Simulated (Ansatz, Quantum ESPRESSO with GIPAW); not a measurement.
# K3SO4F: from the crystal structure to its NMR spectrum, part 2 of 2

Wanted: NMR shieldings and quadrupolar couplings for each site of K3SO4F.

Quantum ESPRESSO with GIPAW; PBEsol.

So far. Step 3 (Magnetic response): An axis of order three or more runs through K(1), S and F, so two principal values coincide and the skew is ±1. In this run the largest span is that of O (site symmetry m), with principal values 12.4, 18.9 and 139.6 ppm. On O the most shielded direction lies along its short bond to S: a field along the bond can't mix the bonding orbital with those across it, so the paramagnetic term is smallest there.

## 4. Electric field gradients

Level of this step: DFT, PBEsol, plane-wave PAW, default files, scalar-relativistic, field gradients (Ansatz).

17O, 39K and 33S have a quadrupole moment, which couples to the field gradient and broadens the lines. The gradient is a property of the ground-state density and needs no response; it is taken from a second code that counts the whole PAW charge. C_Q = eQV_zz/h, with Q = -0.02558 barn for 17O, 0.0603 barn for 39K, -0.0694 barn for 33S.

This step: DFT, PBEsol, plane-wave PAW, default files (PAW set soft_2), scalar-relativistic, field gradients (Ansatz 0.2.0), on the same atoms.

input.yaml

```yaml
crystal:
  lattice:
    - [-3.69501, 3.69501, 5.53215]
    - [3.69501, -3.69501, 5.53215]
    - [3.69501, 3.69501, -5.53215]
  atoms:
    - { symbol: K, position: [0.25, 0.25, 0.0] }
    - { symbol: K, position: [0.6929641338, 0.8070358662, 0.5] }
    - { symbol: K, position: [0.8070358662, 0.3070358662, 0.1140717323] }
    - { symbol: K, position: [0.3070358662, 0.1929641338, 0.5] }
    - { symbol: K, position: [0.75, 0.75, 0.0] }
    - { symbol: K, position: [0.1929641338, 0.6929641338, 0.8859282677] }
    - { symbol: S, position: [0.25, 0.75, 0.5] }
    - { symbol: S, position: [0.75, 0.25, 0.5] }
    - { symbol: F, position: [0.0, 0.0, 0.0] }
    - { symbol: F, position: [0.5, 0.5, 0.0] }
    - { symbol: O, position: [0.9456452586, 0.2125701796, 0.5] }
    - { symbol: O, position: [0.7125701796, 0.4456452586, 0.5] }
    - { symbol: O, position: [0.5543547414, 0.0543547414, 0.266924921] }
    - { symbol: O, position: [0.2874298204, 0.5543547414, 0.5] }
    - { symbol: O, position: [0.2125701796, 0.7125701796, 0.266924921] }
    - { symbol: O, position: [0.7874298204, 0.2874298204, 0.733075079] }
    - { symbol: O, position: [0.4456452586, 0.9456452586, 0.733075079] }
    - { symbol: O, position: [0.0543547414, 0.7874298204, 0.5] }
kpoints:
  mp_grid: { grid: [4, 4, 4] }
scf:
  occupations: { method: fixed }
hamiltonian:
  xc: pbesol
  pseudopotentials: { kind: paw, frozen_core: stored }
output:
  forces: false
  stress: false
  efg: { quadrupole_moments_barn: { K: 0.0603, S: -0.0694, O: -0.02558 } }
```

Command:

```bash
ansatz run input.yaml --threads 8 --pin off --max-ram 16384MiB --backend cpu --events-out ev --progress --plain --runs-dir out
```

Output:

```text
[... set-up, SCF cycles and energies left out ...]
--- PAW observables at the nuclei: V_zz in 10²¹ V/m², potentials from the cell's mean, atoms counted from 1 ---
  atom   1  K  V_zz =    -1.239483   η = 0.0000   by run symmetry: allowed   C_q = -1.8072 MHz
  atom   2  K  V_zz =    -1.740596   η = 0.4169   by run symmetry: allowed   C_q = -2.5379 MHz
  atom   3  K  V_zz =    -1.740596   η = 0.4169   by run symmetry: allowed   C_q = -2.5379 MHz
  atom   4  K  V_zz =    -1.740596   η = 0.4169   by run symmetry: allowed   C_q = -2.5379 MHz
  atom   5  K  V_zz =    -1.239483   η = 0.0000   by run symmetry: allowed   C_q = -1.8072 MHz
  atom   6  K  V_zz =    -1.740596   η = 0.4169   by run symmetry: allowed   C_q = -2.5379 MHz
  atom   7  S  V_zz =    -0.216714   η = 0.0000   by run symmetry: allowed   C_q = +0.3637 MHz
  atom   8  S  V_zz =    -0.216714   η = 0.0000   by run symmetry: allowed   C_q = +0.3637 MHz
  atom   9  F  V_zz =    +0.333566   η = 0.0000   by run symmetry: allowed
  atom  10  F  V_zz =    +0.333566   η = 0.0000   by run symmetry: allowed
  atom  11  O  V_zz =   +13.396480   η = 0.0607   by run symmetry: allowed   C_q = -8.2860 MHz
  atom  12  O  V_zz =   +13.396480   η = 0.0607   by run symmetry: allowed   C_q = -8.2860 MHz
  atom  13  O  V_zz =   +13.396480   η = 0.0607   by run symmetry: allowed   C_q = -8.2860 MHz
  atom  14  O  V_zz =   +13.396480   η = 0.0607   by run symmetry: allowed   C_q = -8.2860 MHz
  atom  15  O  V_zz =   +13.396480   η = 0.0607   by run symmetry: allowed   C_q = -8.2860 MHz
  atom  16  O  V_zz =   +13.396480   η = 0.0607   by run symmetry: allowed   C_q = -8.2860 MHz
  atom  17  O  V_zz =   +13.396480   η = 0.0607   by run symmetry: allowed   C_q = -8.2860 MHz
  atom  18  O  V_zz =   +13.396480   η = 0.0607   by run symmetry: allowed   C_q = -8.2860 MHz
[the lines on potentials at the nuclei are left out]
```

The job ended after 3.4 s (8 threads of Arm Neoverse N1, shared host; peak memory 1.3 GiB).

Among nuclei of half-integer spin the second-order effect is largest for 39K on K(2) (spin 3/2, C_Q -2.54 MHz): at 9.4 T it moves the centre of gravity of the MAS line by -487 ppm from δ_iso, and by a quarter of that at twice the field, by δ_Q = −(3/40)(C_Q/ν0)²(1 + η²/3)[I(I+1) − 3/4]/[I²(2I−1)²] × 10⁶ ppm with ν0 = 18.7 MHz.

## 5. Sites, surroundings and shifts

A shielding is counted from the bare nucleus and a shift from a reference compound, with the opposite sign. A fitted line does better than one reference, as its slope takes up part of the functional's error.

To turn shieldings into shifts, lines fitted to measured solids are used. 19F: δ = (90.6 − σ) / 1.258, zero at CFCl3, fitted to 14 measured values, from BaF2, BaLiF3, CdF2, InF3, K3YF6, KF, LiF, MgF2 and NaF and others, with a scatter of 7.1 ppm r.m.s. (CaF2, LaF3 and ScF3 fall off this line, as semilocal functionals put their cations' empty d or f shells too low, and are left out), on σ without the shape term. Kinds of site that fitted badly were split off after the misses were seen, so the scatter is that of the points kept.

Covalently bonded atoms count as neighbours within 1.18 times the sum of their radii. Otherwise a cation's neighbours lie within 1.2 times its shortest bond (1.3 for large cations, each anion's radius taken off where they differ), and an anion's are the cations that count it.

| site | atom no. | atoms in cell | surroundings | bonds (Å) | δ_iso (ppm) | C_Q (MHz) | η_Q |
| --- | --- | --- | --- | --- | --- | --- | --- |
| K(1) | 1 | 2 | KF2O8 | 2.77 to 3.09 | - | -1.81 | 0.00 |
| K(2) | 2 | 4 | KF2O6 | 2.68 to 3.02 | - | -2.54 | 0.42 |
| S | 7 | 2 | SO4 | 1.500 | - | 0.36 | 0.00 |
| F | 9 | 2 | bound to K6 | 2.68 to 2.77 | -139.2 | - | - |
| O | 11 | 8 | non-bridging on S; 6 neighbours | 1.50 to 3.09 | - | -8.29 | 0.06 |

By surroundings the K shieldings are 8-coordinate: 1195.2; 10-coordinate: 1216.8 ppm.

Simulated spectrum, 19F MAS at 30 kHz, 9.4 T (376.7 MHz), lines broadened by 2 ppm; rigid lattice, with dipolar and J couplings left out: a single narrow line at -139.2 ppm.

Simulated spectrum: 17O static powder, 9.4 T (54.3 MHz), central transition to second order, lines broadened by 17 ppm; the axis counts ppm from the isotropic position of O, as −Δσ; rigid lattice, with dipolar and J couplings and satellite transitions left out.

offset (ppm), intensity and a bar:
```
      418       0.00 
      386       0.00 
      354       0.01 
      321       0.19 ######
      291       0.87 ##########################
      289       0.87 ##########################
      259       0.50 ###############
      227       0.38 ###########
      197       0.32 ##########
      164       0.28 ########
      132       0.26 ########
      102       0.24 #######
       70       0.23 #######
       37       0.22 #######
        5       0.22 ######
      -25       0.22 #######
      -57       0.21 ######
      -90       0.28 ########
     -120       0.29 #########
     -152       0.30 #########
     -185       0.31 #########
     -214       0.31 #########
     -247       0.32 ##########
     -279       0.33 ##########
     -312       0.36 ###########
     -342       0.39 ############
     -374       0.43 #############
     -406       0.51 ###############
     -436       0.64 ###################
     -466       1.00 ##############################
     -469       0.99 ##############################
     -501       0.65 ####################
     -531       0.13 ####
     -563       0.01 
     -596       0.00 
     -626       0.00
```

Most prominent maxima (ppm: height): 289: 0.87, -466: 1.00.

Simulated spectrum: 39K fast MAS, 20 T (39.8 MHz), central transition to second order, lines broadened by 3.6 ppm; the axis counts ppm from the isotropic position of K(1), as −Δσ; rigid lattice, with dipolar and J couplings and satellite transitions left out.

offset (ppm), intensity and a bar:
```
     33.4       0.00 
     24.2       0.00 
     15.0       0.00 
      5.7       0.17 #####
     -2.8       0.19 ######
    -12.0       0.22 #######
    -19.8       1.00 ##############################
    -21.3       0.88 ##########################
    -29.8       0.58 #################
    -39.0       0.55 #################
    -48.3       0.63 ###################
    -51.1       0.69 #####################
    -56.8       0.59 ##################
    -66.0       0.56 #################
    -75.3       0.65 ###################
    -79.5       0.86 ##########################
    -84.5       0.33 ##########
    -93.0       0.30 #########
   -102.3       0.31 #########
   -111.5       0.34 ##########
   -120.0       0.44 #############
   -122.9       0.53 ################
   -129.2       0.28 ########
   -138.5       0.19 ######
   -147.0       0.17 #####
   -156.2       0.15 ####
   -165.5       0.13 ####
   -174.7       0.11 ###
   -183.2       0.04 #
   -192.5       0.04 #
   -201.7       0.04 #
   -210.2       0.04 #
   -219.5       0.03 #
   -228.7       0.03 #
   -237.2       0.03 #
   -246.5       0.00 
   -255.7       0.00 
   -264.2       0.00
```

Most prominent maxima (ppm: height): -19.8: 1.00, -51.1: 0.69, -79.5: 0.86, -122.9: 0.53.

## 6. Results

| Property | Result |
| --- | --- |
| 19F shift | -139.2 ppm |
| 17O shielding without shape term | 57.0 ppm |
| 17O size of C_Q | 8.29 MHz |
| 39K shielding without shape term | 1195.2, 1216.8 ppm |
| 39K size of C_Q | 2.54, 1.81 MHz |
| 33S shielding without shape term | 92.6 ppm |
| 33S size of C_Q | 0.36 MHz |

19F has one site (bound to K6), with isotropic shift -139.2 ppm. No sound run at another cutoff or mesh is at hand, so convergence rests on the f-sum rule and on experience with these files. In PBE checks against another PAW code, field gradients made this way came out (cores as stored) 4 to 9 % larger on O (three silicas and corundum) and 6 % smaller on Al (corundum alone). This build of gipaw.x prints that it is not audited and that its numbers are no references by themselves. It also reports spline_ps as false although the input sets it; why was not traced. The field gradients use PAW files made for PBE.

[Banner, clock, file and message-heading lines were taken out of the pw.x and gipaw.x logs.]

[Logs are printed without paths, hosts, clocks, repeated set-up lines and the standing remarks that a program may print on its own settings, such as how far it seeks lower states.]

[Hosts, paths, dates, database ids (printed as entryN), source tags and the programs' standing remarks are cut or masked in the printed files.]

[Where no reference line passes its bar on scatter, no shift is given, so a measured shift of this compound may stand uncompared.]
